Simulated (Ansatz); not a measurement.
# K on Mo(100): change of the work function, part 2 of 4

Wanted: Δφ(θ) for K/Mo(100), starting from the hollow site.

Ansatz 0.2.0; plane-wave DFT, PBE, Ansatz PAW.

So far, work function, upper face (eV): step 2 (the clean slab) 3.83.

### 3. The covered slab, k-mesh 4×4×1, coverage 0.111 ML

System of this step: KMo36 (K/Mo(100)). The cell holds 37 atoms: 36 Mo and 1 K. Cell: a = 9.450 Å, b = 9.450 Å, c = 25.525 Å, α = 90.0°, β = 90.0°, γ = 90.0°. Vacuum lies along c.

The clean slab as it ended is repeated in the plane and the adsorbate is set on one face; the cell's size fixes the coverage, and the k-mesh shrinks with it to keep the sampling density about even. Adsorbate and upper layers relax, since the dipole depends on the height.

input.yaml

```yaml
crystal:
  lattice:
    - [9.45, 0.0, 0.0]
    - [0.0, 9.45, 0.0]
    - [0.0, 0.0, 25.5245523269]
  atoms:
    - { symbol: Mo, position: [0.1666666667, 0.1666666667, 0.3526016788] }
    - { symbol: Mo, position: [0.0, 0.0, 0.4143069725] }
    - { symbol: Mo, position: [0.1666666667, 0.1666666667, 0.4786360865] }
    - { symbol: Mo, position: [0.0, 0.0, 0.5327747222] }
    - { symbol: Mo, position: [0.1666666667, 0.5, 0.3526016788] }
    - { symbol: Mo, position: [0.0, 0.3333333333, 0.4143069725] }
    - { symbol: Mo, position: [0.1666666667, 0.5, 0.4786360865] }
    - { symbol: Mo, position: [0.0, 0.3333333333, 0.5327747222] }
    - { symbol: Mo, position: [0.1666666667, 0.8333333333, 0.3526016788] }
    - { symbol: Mo, position: [0.0, 0.6666666667, 0.4143069725] }
    - { symbol: Mo, position: [0.1666666667, 0.8333333333, 0.4786360865] }
    - { symbol: Mo, position: [0.0, 0.6666666667, 0.5327747222] }
    - { symbol: Mo, position: [0.5, 0.1666666667, 0.3526016788] }
    - { symbol: Mo, position: [0.3333333333, 0.0, 0.4143069725] }
    - { symbol: Mo, position: [0.5, 0.1666666667, 0.4786360865] }
    - { symbol: Mo, position: [0.3333333333, 0.0, 0.5327747222] }
    - { symbol: Mo, position: [0.5, 0.5, 0.3526016788] }
    - { symbol: Mo, position: [0.3333333333, 0.3333333333, 0.4143069725] }
    - { symbol: Mo, position: [0.5, 0.5, 0.4786360865] }
    - { symbol: Mo, position: [0.3333333333, 0.3333333333, 0.5327747222] }
    - { symbol: Mo, position: [0.5, 0.8333333333, 0.3526016788] }
    - { symbol: Mo, position: [0.3333333333, 0.6666666667, 0.4143069725] }
    - { symbol: Mo, position: [0.5, 0.8333333333, 0.4786360865] }
    - { symbol: Mo, position: [0.3333333333, 0.6666666667, 0.5327747222] }
    - { symbol: Mo, position: [0.8333333333, 0.1666666667, 0.3526016788] }
    - { symbol: Mo, position: [0.6666666667, 0.0, 0.4143069725] }
    - { symbol: Mo, position: [0.8333333333, 0.1666666667, 0.4786360865] }
    - { symbol: Mo, position: [0.6666666667, 0.0, 0.5327747222] }
    - { symbol: Mo, position: [0.8333333333, 0.5, 0.3526016788] }
    - { symbol: Mo, position: [0.6666666667, 0.3333333333, 0.4143069725] }
    - { symbol: Mo, position: [0.8333333333, 0.5, 0.4786360865] }
    - { symbol: Mo, position: [0.6666666667, 0.3333333333, 0.5327747222] }
    - { symbol: Mo, position: [0.8333333333, 0.8333333333, 0.3526016788] }
    - { symbol: Mo, position: [0.6666666667, 0.6666666667, 0.4143069725] }
    - { symbol: Mo, position: [0.8333333333, 0.8333333333, 0.4786360865] }
    - { symbol: Mo, position: [0.6666666667, 0.6666666667, 0.5327747222] }
    - { symbol: K, position: [0.1666666667, 0.1666666667, 0.6473983212] }
kpoints:
  mp_grid: { grid: [4, 4, 1] }
hamiltonian:
  xc: pbe
scf:
  occupations: { method: fermi_dirac, width: 0.1 }
  convergence: { dr2_threshold: 1.0e-08 }
efield:
  axis: 3
  dipole_correction: true
  ramp_position: 0.97
  ramp_width: 0.06
relax:
  f_tol: 0.02
  max_steps: 60
  constraints:
    - { sites: [0, 1, 4, 5, 8, 9, 12, 13, 16, 17, 20, 21, 24, 25, 28, 29, 32, 33] }
output:
  write_potential: true
  write_density: true
  volumetric_format: npy
```

The run is started by

```console
$ ansatz run input.yaml --threads 4 --pin off --max-ram 16384MiB --backend cpu --events-out ev --progress --plain --runs-dir out
```

Numbers of over 12 decimals in the logs are rounded to 6 here.

The program printed:

```text
[...]
Crystal: 37 atoms, lattice volume = 2279.406 Å³
Basis set: ecut = 420 eV, 44573 PW (Γ), exchange–correlation on 128×128×360 points (8 copies of the dense FFT grid, shifted against one another)
Bands: 308, of which v1, the nominal top of the filled ones, is band 257 counted from 1 (256 counted from 0)
Symmetry: 8 space group operations
[...]
k-points: 6 of 16
[...]
SCF iter   1: F=—  HF=-179918.903100 eV  |F-HF|=—  |Δ(HF+E_count)|=         —  Δρ=8.09e-3  dr2=9.05e0  ethr=1.77e-3  p=0.961 e·Å  D=7.63e-2 V/Å  ΔV_dip=-1.95 eV  dr2_dipole=2.47e0  V_vac-E_F(+/−)=2.31/4.25 eV  ⟨swp⟩=10.3  Hψ=8856  notcnv=0
[...]
SCF iter  11: F=-179918.513701 eV  HF=-179918.513701 eV  |F-HF|=9.90e-10  |Δ(HF+E_count)|=   2.41e-8  Δρ=2.43e-7  dr2=3.16e-9  ethr=1.95e-12  p=0.668 e·Å  D=5.30e-2 V/Å  ΔV_dip=-1.35 eV  dr2_dipole=1.04e-10  V_vac-E_F(+/−)=2.51/3.86 eV  ⟨swp⟩=10.8  Hψ=12397  notcnv=0
SCF 1 converged in 11 iterations: F = -179918.513701 eV  dr2 = 3.16e-9
[...]
relax step   1: F+E_penalty+E_count = -179918.51370092 eV  Δ(F+E_penalty+E_count) = +0.000e0 eV  max|allowed force component| = 5.592e-2 eV/Å  Δτ_max = 0.0000 Å  (11 SCF iters, accepted)
[...]
SCF iter   9: F=-179918.511985 eV  HF=-179918.511985 eV  |F-HF|=4.66e-10  |Δ(HF+E_count)|=   2.37e-8  Δρ=2.02e-7  dr2=2.72e-9  ethr=1.95e-12  p=0.667 e·Å  D=5.29e-2 V/Å  ΔV_dip=-1.35 eV  dr2_dipole=1.81e-11  V_vac-E_F(+/−)=2.51/3.86 eV  ⟨swp⟩=10.5  Hψ=12343  notcnv=0
SCF 2 converged in 9 iterations: F = -179918.511985 eV  dr2 = 2.72e-9
[...]
relax step   2: F+E_penalty+E_count = -179918.51198505 eV  Δ(F+E_penalty+E_count) = +1.716e-3 eV  max|allowed force component| = 8.688e-2 eV/Å  Δτ_max = 0.0221 Å  (9 SCF iters, rejected (line search))
SCF iter   1: F=—  HF=-179918.517028 eV  |F-HF|=—  |Δ(HF+E_count)|=         —  Δρ=7.70e-4  dr2=5.40e-2  ethr=9.46e-5  p=0.667 e·Å  D=5.29e-2 V/Å  ΔV_dip=-1.35 eV  dr2_dipole=5.21e-3  V_vac-E_F(+/−)=2.51/3.86 eV  ⟨swp⟩=2.3  Hψ=2814  notcnv=0
[...]
SCF iter   8: F=-179918.516262 eV  HF=-179918.516262 eV  |F-HF|=8.73e-10  |Δ(HF+E_count)|=   5.13e-8  Δρ=4.27e-7  dr2=9.30e-9  ethr=1.95e-12  p=0.667 e·Å  D=5.30e-2 V/Å  ΔV_dip=-1.35 eV  dr2_dipole=9.12e-10  V_vac-E_F(+/−)=2.51/3.86 eV  ⟨swp⟩=10.5  Hψ=12630  notcnv=0
SCF 3 converged in 8 iterations: F = -179918.516262 eV  dr2 = 9.30e-9
relax step   3: F+E_penalty+E_count = -179918.51626207 eV  Δ(F+E_penalty+E_count) = -2.561e-3 eV  max|allowed force component| = 2.107e-2 eV/Å  Δτ_max = 0.0108 Å  (8 SCF iters, accepted)
[... from here on, the SCF cycles and remarks between the steps are left out ...]
relax step   4: F+E_penalty+E_count = -179918.51663676 eV  Δ(F+E_penalty+E_count) = -3.747e-4 eV  max|allowed force component| = 1.690e-2 eV/Å  Δτ_max = 0.0043 Å  (7 SCF iters, accepted)
relax step   5: F+E_penalty+E_count = -179918.51773532 eV  Δ(F+E_penalty+E_count) = -1.099e-3 eV  max|allowed force component| = 3.458e-2 eV/Å  Δτ_max = 0.0192 Å  (8 SCF iters, accepted)
relax step   6: F+E_penalty+E_count = -179918.51874656 eV  Δ(F+E_penalty+E_count) = -1.011e-3 eV  max|allowed force component| = 4.599e-2 eV/Å  Δτ_max = 0.0169 Å  (8 SCF iters, accepted)
relax step   7: F+E_penalty+E_count = -179918.52722050 eV  Δ(F+E_penalty+E_count) = -8.474e-3 eV  max|allowed force component| = 1.227e-1 eV/Å  Δτ_max = 0.0965 Å  (10 SCF iters, accepted)
relax step   8: F+E_penalty+E_count = -179918.54296175 eV  Δ(F+E_penalty+E_count) = -1.574e-2 eV  max|allowed force component| = 1.506e-1 eV/Å  Δτ_max = 0.0429 Å  (9 SCF iters, accepted)
relax step   9: F+E_penalty+E_count = -179918.56084399 eV  Δ(F+E_penalty+E_count) = -1.788e-2 eV  max|allowed force component| = 1.373e-1 eV/Å  Δτ_max = 0.0460 Å  (9 SCF iters, accepted)
relax step  10: F+E_penalty+E_count = -179918.30689324 eV  Δ(F+E_penalty+E_count) = +2.540e-1 eV  max|allowed force component| = 1.060e0 eV/Å  Δτ_max = 0.1942 Å  (11 SCF iters, rejected (line search))
relax step  11: F+E_penalty+E_count = -179918.56405445 eV  Δ(F+E_penalty+E_count) = -3.210e-3 eV  max|allowed force component| = 4.323e-1 eV/Å  Δτ_max = 0.0971 Å  (11 SCF iters, accepted)
relax step  12: F+E_penalty+E_count = -179918.55294350 eV  Δ(F+E_penalty+E_count) = +1.111e-2 eV  max|allowed force component| = 3.949e-1 eV/Å  Δτ_max = 0.0820 Å  (10 SCF iters, rejected (line search))
relax step  13: F+E_penalty+E_count = -179918.58385408 eV  Δ(F+E_penalty+E_count) = -1.980e-2 eV  max|allowed force component| = 1.432e-1 eV/Å  Δτ_max = 0.0404 Å  (9 SCF iters, accepted)
relax step  14: F+E_penalty+E_count = -179918.58431321 eV  Δ(F+E_penalty+E_count) = -4.591e-4 eV  max|allowed force component| = 1.118e-1 eV/Å  Δτ_max = 0.0500 Å  (9 SCF iters, accepted)
SCF iter   1: F=—  HF=-179918.585634 eV  |F-HF|=—  |Δ(HF+E_count)|=         —  Δρ=6.34e-4  dr2=1.22e-2  ethr=1.18e-5  p=0.585 e·Å  D=4.65e-2 V/Å  ΔV_dip=-1.19 eV  dr2_dipole=1.52e-4  V_vac-E_F(+/−)=2.70/3.88 eV  ⟨swp⟩=2.2  Hψ=3139  notcnv=0
[...]
SCF iter   8: F=-179918.586047 eV  HF=-179918.586047 eV  |F-HF|=1.39e-8  |Δ(HF+E_count)|=   2.69e-8  Δρ=2.98e-7  dr2=2.88e-9  ethr=1.95e-12  p=0.589 e·Å  D=4.68e-2 V/Å  ΔV_dip=-1.19 eV  dr2_dipole=5.04e-11  V_vac-E_F(+/−)=2.68/3.88 eV  ⟨swp⟩=10.8  Hψ=12756  notcnv=0
SCF 15 converged in 8 iterations: F = -179918.586047 eV  dr2 = 2.88e-9
relax step  15: F+E_penalty+E_count = -179918.58604727 eV  Δ(F+E_penalty+E_count) = -1.734e-3 eV  max|allowed force component| = 1.259e-2 eV/Å  Δτ_max = 0.0141 Å  (8 SCF iters, accepted)
NSCF: frozen V_eff on 6 k-points
[...]
SCF converged after 8 iterations
Free energy (F): -179918.586047 eV
[...]
Internal energy: -179917.181189 eV  (E = F + TS)
E sigma→0 (E₀):  -179917.883618 eV
Entropy (-TS):   -1.404858 eV (-37.969 meV/atom)
Fermi energy:    2.862084 eV
Dipole field:    D = 0.046762 V/Å  (p = 0.589057 e·Å, saw-weighted, corrected)
Work function:   Φ+ = 2.6850 eV   Φ− = 3.8786 eV
[...]
--- Forces (eV/Å), atoms counted from 1 ---
  atom   1  Mo    -0.00000000     0.00000000     1.74692912
  atom   2  Mo     0.12564991     0.12564991    -1.62039572
  atom   3  Mo     0.00000000     0.00000000    -0.00418811
  atom   4  Mo    -0.00267733    -0.00267733    -0.00967601
  atom   5  Mo     0.00000000    -0.00546210     1.59040053
  atom   6  Mo     0.12564991    -0.12564991    -1.62039572
  atom   7  Mo     0.00000000    -0.00247395     0.00403723
  atom   8  Mo    -0.00267733     0.00267733    -0.00967601
  atom   9  Mo     0.00000000     0.00546210     1.59040053
  atom  10  Mo    -0.00828656     0.00000000    -1.54803481
  atom  11  Mo     0.00000000     0.00247395     0.00403723
  atom  12  Mo     0.00748942     0.00000000    -0.00403793
  atom  13  Mo    -0.00546210     0.00000000     1.59040053
  atom  14  Mo    -0.12564991     0.12564991    -1.62039572
  atom  15  Mo    -0.00247395     0.00000000     0.00403723
  atom  16  Mo     0.00267733    -0.00267733    -0.00967601
  atom  17  Mo     0.00101565     0.00101565     1.62391251
  atom  18  Mo    -0.12564991    -0.12564991    -1.62039572
  atom  19  Mo     0.00200335     0.00200335     0.00073496
  atom  20  Mo     0.00267733     0.00267733    -0.00967601
  atom  21  Mo     0.00101565    -0.00101565     1.62391251
  atom  22  Mo     0.00828656     0.00000000    -1.54803481
  atom  23  Mo     0.00200335    -0.00200335     0.00073496
  atom  24  Mo    -0.00748942     0.00000000    -0.00403793
  atom  25  Mo     0.00546210     0.00000000     1.59040053
  atom  26  Mo     0.00000000    -0.00828656    -1.54803481
  atom  27  Mo     0.00247395     0.00000000     0.00403723
  atom  28  Mo     0.00000000     0.00748942    -0.00403793
  atom  29  Mo    -0.00101565     0.00101565     1.62391251
  atom  30  Mo     0.00000000     0.00828656    -1.54803481
  atom  31  Mo    -0.00200335     0.00200335     0.00073496
  atom  32  Mo     0.00000000    -0.00748942    -0.00403793
  atom  33  Mo    -0.00101565    -0.00101565     1.62391251
  atom  34  Mo    -0.00000000     0.00000000    -1.91372176
  atom  35  Mo    -0.00200335    -0.00200335     0.00073496
  atom  36  Mo    -0.00000000     0.00000000     0.01057747
  atom  37  K      0.00000000     0.00000000     0.01258612
  max |Σ_I F_I| component: 5.42e-5 eV/Å
--- Band table (eV; the first three rows and the last of 6) ---
  k-point 0: bands = [... 253 lower, 2.7206, 2.7206, 2.7605, 2.7636, 2.7796, 2.8386, 3.1824, 3.1848, ... 47 higher]
  k-point 1: bands = [... 253 lower, 2.6662, 2.8141, 2.8596, 2.8814, 2.8985, 2.9708, 3.0340, 3.0712, ... 47 higher]
  k-point 2: bands = [... 253 lower, 2.6958, 2.7166, 2.7656, 2.7983, 2.8071, 2.9576, 3.0702, 3.1068, ... 47 higher]
  k-point 5: bands = [... 253 lower, 2.7729, 2.7768, 2.7913, 2.7913, 2.8617, 2.8709, 2.8709, 2.9579, ... 47 higher]
--- Relaxed structure (15 steps of the walk, 12 accepted, 0 SCFs on fresh bases) ---
  F+E_penalty+E_count = -179918.58604727 eV   max|allowed force component| = 1.259e-2 eV/Å
  atoms:
    - { symbol: Mo, position: [0.166667, 0.166667, 0.352602] }
    - { symbol: Mo, position: [1.6666659794015235e-11, 1.6666659794015235e-11, 0.4143069725] }
    - { symbol: Mo, position: [0.166667, 0.166667, 0.480233] }
    - { symbol: Mo, position: [-0.013609, -0.013609, 0.532973] }
    - { symbol: Mo, position: [0.166667, 0.500000, 0.352602] }
    - { symbol: Mo, position: [1.6666659794015235e-11, 0.333333, 0.4143069725] }
    - { symbol: Mo, position: [0.166667, 0.497808, 0.477214] }
    - { symbol: Mo, position: [-0.013609, 0.346942, 0.532973] }
    - { symbol: Mo, position: [0.166667, 0.833333, 0.352602] }
    - { symbol: Mo, position: [1.6666659794015235e-11, 0.666667, 0.4143069725] }
    - { symbol: Mo, position: [0.166667, 0.835526, 0.477214] }
    - { symbol: Mo, position: [0.022104, 0.666667, 0.534803] }
    - { symbol: Mo, position: [0.500000, 0.166667, 0.352602] }
    - { symbol: Mo, position: [0.333333, 1.6666659794015235e-11, 0.4143069725] }
    - { symbol: Mo, position: [0.497808, 0.166667, 0.477214] }
    - { symbol: Mo, position: [0.346942, -0.013609, 0.532973] }
    - { symbol: Mo, position: [0.500000, 0.500000, 0.352602] }
    - { symbol: Mo, position: [0.333333, 0.333333, 0.4143069725] }
    - { symbol: Mo, position: [0.501908, 0.501908, 0.478276] }
    - { symbol: Mo, position: [0.346942, 0.346942, 0.532973] }
    - { symbol: Mo, position: [0.500000, 0.833333, 0.352602] }
    - { symbol: Mo, position: [0.333333, 0.666667, 0.4143069725] }
    - { symbol: Mo, position: [0.501908, 0.831425, 0.478276] }
    - { symbol: Mo, position: [0.311230, 0.666667, 0.534803] }
    - { symbol: Mo, position: [0.833333, 0.166667, 0.352602] }
    - { symbol: Mo, position: [0.666667, 1.6666659794015235e-11, 0.4143069725] }
    - { symbol: Mo, position: [0.835526, 0.166667, 0.477214] }
    - { symbol: Mo, position: [0.666667, 0.022104, 0.534803] }
    - { symbol: Mo, position: [0.833333, 0.500000, 0.352602] }
    - { symbol: Mo, position: [0.666667, 0.333333, 0.4143069725] }
    - { symbol: Mo, position: [0.831425, 0.501908, 0.478276] }
    - { symbol: Mo, position: [0.666667, 0.311230, 0.534803] }
    - { symbol: Mo, position: [0.833333, 0.833333, 0.352602] }
    - { symbol: Mo, position: [0.666667, 0.666667, 0.4143069725] }
    - { symbol: Mo, position: [0.831425, 0.831425, 0.478276] }
    - { symbol: Mo, position: [0.666667, 0.666667, 0.532479] }
    - { symbol: K, position: [0.166667, 0.166667, 0.640509] }
```

Wall time 39 min (4 threads of Arm Neoverse V1, shared host); peak memory 11 GiB; 2.6 h of CPU time.

The steps of the relaxation:

```
step  energy less that of the first step (eV)  largest force component (eV/Å)
   1                                   0.0000                          0.0559
   2                                   0.0017                          0.0869
   3                                  -0.0026                          0.0211
   4                                  -0.0029                          0.0169
   5                                  -0.0040                          0.0346
   6                                  -0.0050                          0.0460
   7                                  -0.0135                          0.1227
   8                                  -0.0293                          0.1506
   9                                  -0.0471                          0.1373
  10                                   0.2068                          1.0604
  11                                  -0.0504                          0.4323
  12                                  -0.0392                          0.3949
  13                                  -0.0702                          0.1432
  14                                  -0.0706                          0.1118
  15                                  -0.0723                          0.0126
```

Relaxation steps 2, 10, 12 were tried and not accepted.

Forces are held to the 8 operations that the run works with; a distortion that breaks them can't arise in this run.

The atoms that moved most (Å):

```
atom      dx      dy     dz  length
Mo32   0.000  -0.209  0.052   0.215
Mo24  -0.209   0.000  0.052   0.215
Mo12   0.209   0.000  0.052   0.215
Mo28   0.000   0.209  0.052   0.215
 Mo4  -0.129  -0.129  0.005   0.182
Mo16   0.129  -0.129  0.005   0.182
 Mo8  -0.129   0.129  0.005   0.182
Mo20   0.129   0.129  0.005   0.182
```

Final coordinates:

```xyz
37
Lattice="9.4500 0.0000 0.0000 0.0000 9.4500 0.0000 0.0000 0.0000 25.5246" Properties=species:S:1:pos:R:3
Mo    1.5750    1.5750    9.0000
Mo    0.0000    0.0000   10.5750
Mo    1.5750    1.5750   12.2577
Mo   -0.1286   -0.1286   13.6039
Mo    1.5750    4.7250    9.0000
Mo    0.0000    3.1500   10.5750
Mo    1.5750    4.7043   12.1807
Mo   -0.1286    3.2786   13.6039
Mo    1.5750    7.8750    9.0000
Mo    0.0000    6.3000   10.5750
Mo    1.5750    7.8957   12.1807
Mo    0.2089    6.3000   13.6506
Mo    4.7250    1.5750    9.0000
Mo    3.1500    0.0000   10.5750
Mo    4.7043    1.5750   12.1807
Mo    3.2786   -0.1286   13.6039
Mo    4.7250    4.7250    9.0000
Mo    3.1500    3.1500   10.5750
Mo    4.7430    4.7430   12.2078
Mo    3.2786    3.2786   13.6039
Mo    4.7250    7.8750    9.0000
Mo    3.1500    6.3000   10.5750
Mo    4.7430    7.8570   12.2078
Mo    2.9411    6.3000   13.6506
Mo    7.8750    1.5750    9.0000
Mo    6.3000    0.0000   10.5750
Mo    7.8957    1.5750   12.1807
Mo    6.3000    0.2089   13.6506
Mo    7.8750    4.7250    9.0000
Mo    6.3000    3.1500   10.5750
Mo    7.8570    4.7430   12.2078
Mo    6.3000    2.9411   13.6506
Mo    7.8750    7.8750    9.0000
Mo    6.3000    6.3000   10.5750
Mo    7.8570    7.8570   12.2078
Mo    6.3000    6.3000   13.5913
K     1.5750    1.5750   16.3487
```

Numbers from this step:

```yaml
energy_at_zero_smearing: -179917.8836 eV
work_function_upper_face: 2.685 eV
work_function_lower_face: 3.879 eV
dipole_along_the_normal: 0.5891 e·Å
step_between_the_vacuum_levels: -1.194 eV
```

Running mean over 1.575 Å of the planar mean; the ramp of the sawtooth is left out. The electron's electrostatic potential energy less the Fermi level by z:

```
z (Å)  electron's electrostatic potential energy less the Fermi level (eV)
  3.0                                                                 3.88
  3.5                                                                 3.88
  4.0                                                                 3.88
  4.5                                                                 3.88
  5.0                                                                 3.87
  5.5                                                                 3.85
  6.0                                                                 3.79
  6.5                                                                 3.63
  7.0                                                                 3.15
  7.5                                                                 1.65
  8.0                                                                -2.54
  8.5                                                                -8.13
  9.0                                                                -11.4
  9.5                                                                -12.2
 10.0                                                                -12.3
 10.5                                                                -12.4
 11.0                                                                -12.3
 11.5                                                                -12.2
 12.0                                                                -12.7
 12.5                                                                -13.8
 13.0                                                                -14.1
 13.5                                                                -12.8
 14.0                                                                -9.44
 14.5                                                                -3.95
 15.0                                                                0.693
 15.5                                                                 2.20
 16.0                                                                 2.20
 16.5                                                                 2.08
 17.0                                                                 2.21
 17.5                                                                 2.47
 18.0                                                                 2.63
 18.5                                                                 2.67
 19.0                                                                 2.68
 19.5                                                                 2.68
 20.0                                                                 2.68
 20.5                                                                 2.68
 21.0                                                                 2.68
 21.5                                                                 2.68
 22.0                                                                 2.68
 22.5                                                                 2.68
```

The relaxation took 15 steps and lowered the energy by 0.072 eV; the largest force on the free atoms ends at 0.013 eV/Å.

The covered face has 2.68 eV, -1.15 eV against the clean one; the bare back face has moved by +0.02 eV, a measure of how thin the slab is.

[end of part 2 of 4]

[Logs are printed without paths, hosts, clocks, repeated set-up lines and the standing remarks that a program may print on its own settings, such as how far it seeks lower states.]

[Hosts, paths, dates, database ids (printed as entryN), source tags and the programs' standing remarks are cut or masked in the printed files.]

[Maps of the electrostatic potential energy from Ansatz leave out the sawtooth potential of an applied field or a dipole correction, so their vacuum need not be flat; planar profiles and work functions include it.]
